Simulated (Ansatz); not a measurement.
**Moving the knobs of a GW run on CsSnI3 (Pm-3m)**

A base run on CsSnI3 (Pm-3m), then changed inputs.

Program: Ansatz 0.2.0. Level of theory: G0W0 on PBE, plane waves, PAW; PAW set soft_1. Results are calculated unless marked as measured.

Most raw output is cut from this account.

**1. Set-up**

Symmetry: Pm-3m, No. 221, cubic system. The conventional cell has a = 6.286 Å, b = 6.286 Å, c = 6.286 Å, α = 90.00°, β = 90.00°, γ = 90.00°. Cs has 12 I at 4.45 Å nearest. Nearest to Sn lie 6 I at 3.14 Å. Nearest to I lie 2 Sn at 3.14 Å and 4 Cs at 4.45 Å. Farther neighbours and most contacts between anions are not listed.

As a file:

```cif
data_structure
_symmetry_space_group_name_H-M 'Pm-3m'
_symmetry_Int_Tables_number 221
_cell_length_a 6.2862
_cell_length_b 6.2862
_cell_length_c 6.2862
_cell_angle_alpha 90.000
_cell_angle_beta 90.000
_cell_angle_gamma 90.000
_cell_volume 248.41
loop_
_atom_site_label
_atom_site_type_symbol
_atom_site_symmetry_multiplicity
_atom_site_Wyckoff_symbol
_atom_site_fract_x
_atom_site_fract_y
_atom_site_fract_z
_atom_site_occupancy
Cs1 Cs 1 b 0.50000 0.50000 0.50000 1
Sn1 Sn 1 a 0.00000 0.00000 0.00000 1
I1 I 3 d 0.50000 0.00000 0.00000 1
```

The cell and positions are those that the Materials Project relaxed with its own functionals (PBE, PBE+U or r2SCAN), kept fixed. Spin-orbit coupling is left out unless a step names it.

**2. The base run: 2×2×2 mesh, 564 empty bands, screening to 100 eV, PAW set soft_1 files**

Now the one-shot GW correction: screening in the RPA, then the self-energy of the levels asked for. This step takes PAW set soft_1 files.

File input.yaml:

```yaml
crystal:
  lattice:
    - [6.286228, 0.0, 0.0]
    - [0.0, 6.286228, 0.0]
    - [0.0, 0.0, 6.286228]
  atoms:
    - { symbol: Cs, position: [0.5, 0.5, 0.5] }
    - { symbol: Sn, position: [0.0, 0.0, 0.0] }
    - { symbol: I, position: [0.5, 0.0, 0.0] }
    - { symbol: I, position: [0.0, 0.0, 0.5] }
    - { symbol: I, position: [0.0, 0.5, 0.0] }
kpoints:
  mp_grid: { grid: [2, 2, 2] }
hamiltonian:
  xc: pbe
  pseudopotentials: { kind: paw, azcp: { folder: soft_1 } }
scf:
  occupations: { method: fixed }
gw:
  n_empty_bands: 564
  ecut_chi: 100
  qp_bands: [v2, c2]
  qp_kpoints: band_edges
  screening: { model: contour_deformation }
```

Run with:

```console
$ ansatz run input.yaml --threads 3 --pin off --max-ram 92160MiB --backend cuda --events-out ev --progress --plain --runs-dir out --devices 1 --max-vram 13GiB
```

The job ended after 10 s (1 × NVIDIA H100 80GB HBM3 (shared by 6 runs) with 3 threads of AMD EPYC 7R13 (Zen 3), shared host; peak memory 1.6 GiB).

Numbers from this step:

```yaml
bands_summed: 601
rpa_eps_infinity_on_this_mesh_eigenvalues: 172.9, 172.9, 172.9
plane_waves_in_the_screening_matrix: 587
q_points_in_the_mesh: 8
g0w0_gap_on_the_mesh: 0.9183 eV
k_of_the_valence_top: -0.5, -0.5, -0.5
k_of_the_conduction_bottom: -0.5, -0.5, -0.5
starting_gap_on_the_mesh: 0.4067 eV
z_at_the_valence_top: 0.7340
z_at_the_conduction_bottom: 0.7384
least_direct_g0w0_gap_on_the_computed_points: 0.9183 eV
```

The gap on the mesh goes from 0.41 eV to 0.92 eV, a correction of +0.51 eV. Between the two edge states, bare exchange in place of the xc potential would open the gap by 5.32 eV, and correlation takes back 4.81 eV.

**3. Variant: wider window of levels**

Changes to input.yaml since step 2:

```diff
@@ -21,4 +21,4 @@
   ecut_chi: 100
-  qp_bands: [v2, c2]
-  qp_kpoints: band_edges
+  qp_bands: [v8, c6]
+  qp_kpoints: [[0, 0, 0]]
   screening: { model: contour_deformation }
```

Run time: 11 s. Hardware: 1 × NVIDIA H100 80GB HBM3 (shared by 6 runs) with 3 threads; peak memory 1.5 GiB.

Absolute levels on the run's own zero. QP, by row:

```
k index  band  KS (eV)  Sigma_x (eV)  Sigma_c (eV)  Vxc (eV)       Z  QP linearised (eV)  QP (eV)  source  doubts
      0    30   0.4167        -15.74         2.878    -12.23  0.7061             -0.2576  -0.2075    root        
      0    31   0.4167        -15.74         2.878    -12.23  0.7061             -0.2576  -0.2075    root        
      0    32    2.761        -16.87         2.566    -13.57  0.7062               1.983    2.026    root        
      0    33    2.761        -16.87         2.566    -13.57  0.7062               1.983    2.026    root        
      0    34    2.761        -16.87         2.566    -13.57  0.7062               1.983    2.026    root        
      0    35    2.897        -17.05         2.403    -13.96  0.7096               2.181    2.214    root        
      0    36    2.897        -17.05         2.403    -13.96  0.7096               2.181    2.214    root        
      0    37    2.897        -17.05         2.403    -13.96  0.7096               2.181    2.214    root        
      0    38    7.184        -3.551        -3.574    -7.013   0.779               7.072    7.072    root        
      0    39    8.187         -3.25         -3.55    -6.778  0.7764               8.165    8.165    root        
      0    40    8.187         -3.25         -3.55    -6.778  0.7764               8.165    8.165    root        
      0    41    8.495        -4.009         -3.76    -7.815  0.7639               8.541    8.541    root        
      0    42    8.495        -4.009         -3.76    -7.815  0.7639               8.541    8.541    root        
      0    43    8.495        -4.009         -3.76    -7.815  0.7639               8.541    8.541    root
```

Against the base:

```
     setting        base      variant
levels asked    v2 to c2     v8 to c6
points asked  band edges  [[0, 0, 0]]
```

**4. Variant: all filled levels at the zone centre**

Changes to input.yaml since step 3:

```diff
@@ -21,3 +21,3 @@
   ecut_chi: 100
-  qp_bands: [v8, c6]
+  qp_bands: [lowest, c2]
   qp_kpoints: [[0, 0, 0]]
```

Elapsed: 12 s, on 1 × NVIDIA H100 80GB HBM3 (shared by 6 runs) with 3 threads; peak memory 1.6 GiB.

Absolute levels on the run's own zero. QP, by row:

```
k index  band  KS (eV)  Sigma_x (eV)  Sigma_c (eV)  Vxc (eV)       Z  QP linearised (eV)  QP (eV)  source          doubts
      0     1   -39.98        -55.18         9.386    -43.25  0.6466              -42.95   -42.52    root  energies_apart
      0     2   -39.98        -55.18         9.388    -43.26  0.6467              -42.95   -42.52    root  energies_apart
      0     3   -39.98        -55.18         9.388    -43.26  0.6467              -42.95   -42.52    root  energies_apart
      0     4   -39.96        -55.19         9.398    -43.27  0.6457              -42.91   -42.48    root  energies_apart
      0     5   -39.96        -55.19         9.398    -43.27  0.6457              -42.91   -42.48    root  energies_apart
      0     6   -39.96        -55.19         9.398    -43.27  0.6457              -42.91   -42.48    root  energies_apart
      0     7   -39.96        -55.19         9.399    -43.27  0.6458              -42.91   -42.48    root  energies_apart
      0     8   -39.96        -55.19         9.399    -43.27  0.6458              -42.91   -42.48    root  energies_apart
      0     9   -39.96        -55.19         9.399    -43.27  0.6458              -42.91   -42.48    root  energies_apart
      0    10   -39.89        -55.21         9.432    -43.28  0.6462              -42.85   -42.39    root  energies_apart
      0    11   -39.89        -55.21         9.432    -43.28  0.6462              -42.85   -42.39    root  energies_apart
      0    12   -39.89        -55.21         9.432    -43.28  0.6462              -42.85   -42.39    root  energies_apart
      0    13   -39.89        -55.21          9.43    -43.28  0.6457              -42.86   -42.39    root  energies_apart
      0    14   -39.89        -55.21          9.43    -43.28  0.6457              -42.86   -42.39    root  energies_apart
      0    15   -39.89        -55.21          9.43    -43.28  0.6457              -42.86   -42.39    root  energies_apart
      0    16   -17.47        -45.52         7.458    -35.91  0.6685              -19.77   -19.61    root  energies_apart
      0    17   -17.47        -45.52         7.458    -35.91  0.6685              -19.77   -19.61    root  energies_apart
      0    18   -17.45        -45.52         7.414    -35.97  0.6658              -19.74   -19.59    root  energies_apart
      0    19   -17.45        -45.52         7.414    -35.97  0.6658              -19.74   -19.59    root  energies_apart
      0    20   -17.45        -45.52         7.414    -35.97  0.6658              -19.74   -19.59    root  energies_apart
      0    21   -17.33        -28.72         8.166    -20.29  0.4924              -17.61    -17.6    root   z_under_floor
      0    22   -8.099        -23.21         6.574    -16.22  0.6027              -8.524   -8.511    root                
      0    23    -7.43        -24.11         6.207    -17.44  0.6391              -7.912   -7.894    root                
      0    24    -7.43        -24.11         6.207    -17.44  0.6391              -7.912   -7.894    root                
      0    25   -4.114        -21.19         2.928     -16.6  0.7505              -5.705   -5.772    root                
      0    26   -4.114        -21.19         2.928     -16.6  0.7505              -5.705   -5.772    root                
      0    27   -4.114        -21.19         2.928     -16.6  0.7505              -5.705   -5.772    root                
      0    28   -1.497        -17.55         2.511    -14.63  0.6488              -1.905   -1.909    root                
      0    29   0.4167        -15.74         2.878    -12.23  0.7061             -0.2576  -0.2075    root                
      0    30   0.4167        -15.74         2.878    -12.23  0.7061             -0.2576  -0.2075    root                
      0    31   0.4167        -15.74         2.878    -12.23  0.7061             -0.2576  -0.2075    root                
      0    32    2.761        -16.87         2.566    -13.57  0.7062               1.983    2.026    root                
      0    33    2.761        -16.87         2.566    -13.57  0.7062               1.983    2.026    root                
      0    34    2.761        -16.87         2.566    -13.57  0.7062               1.983    2.026    root                
      0    35    2.897        -17.05         2.403    -13.96  0.7096               2.181    2.214    root                
      0    36    2.897        -17.05         2.403    -13.96  0.7096               2.181    2.214    root                
      0    37    2.897        -17.05         2.403    -13.96  0.7096               2.181    2.214    root                
      0    38    7.184        -3.551        -3.574    -7.013   0.779               7.072    7.072    root                
      0    39    8.187         -3.25         -3.55    -6.778  0.7764               8.165    8.165    root
```

Against the base:

```
     setting        base       variant
levels asked    v2 to c2  lowest to c2
points asked  band edges   [[0, 0, 0]]
```

**5. Results**

```json
{
  "base": "0.92 eV, 10 s",
  "wider window of levels": "direct gap at the listed points 4.86 eV, 11 s",
  "all filled levels at the zone centre": "direct gap at the listed points 4.86 eV, 12 s"
}
```

In words: Wider window of levels: only the listed points were computed; the least direct gap there is 4.86 eV, with levels asked and points asked changed against the base. All filled levels at the zone centre: only the listed points were computed; the least direct gap there is 4.86 eV, with levels asked and points asked changed against the base. All runs here use a coarse mesh and modest cutoffs; they test settings and are not final values. The 2×2×2 mesh is coarse for this cell (its supercell is 13 Å along the shortest edge). The RPA ε∞ on it, from the PBE start, is 172.92; such meshes misread the long-range screening, most where the gap is narrow. This is the ideal cubic cell; many perovskites, halides above all, are cubic only on average, and local tilts or off-centring can widen the gap. On this mesh the RPA ε∞ passes 90, more than nearly any semiconductor shows; a coarse mesh does this where one point with a narrow direct gap carries much weight. The screening is then too strong, and the G0W0 gap should not be taken as the material's. The many-body steps are scalar-relativistic: spin-orbit coupling is not in them.

[Paths, hosts, dates, memory and timing lines, banners, echoed tables and standing remarks are left out of the program output.]

[Logs are printed without paths, hosts, clocks, repeated set-up lines and the standing remarks that a program may print on its own settings, such as how far it seeks lower states.]

[Runs of the session that timed out or met a known fault of the program may be left out.]

[Cells called generated may have been cut or substituted from an entry of the Crystallography Open Database or the Materials Project.]

[Hosts, paths, dates, database ids (printed as entryN), source tags and the programs' standing remarks are cut or masked in the printed files.]
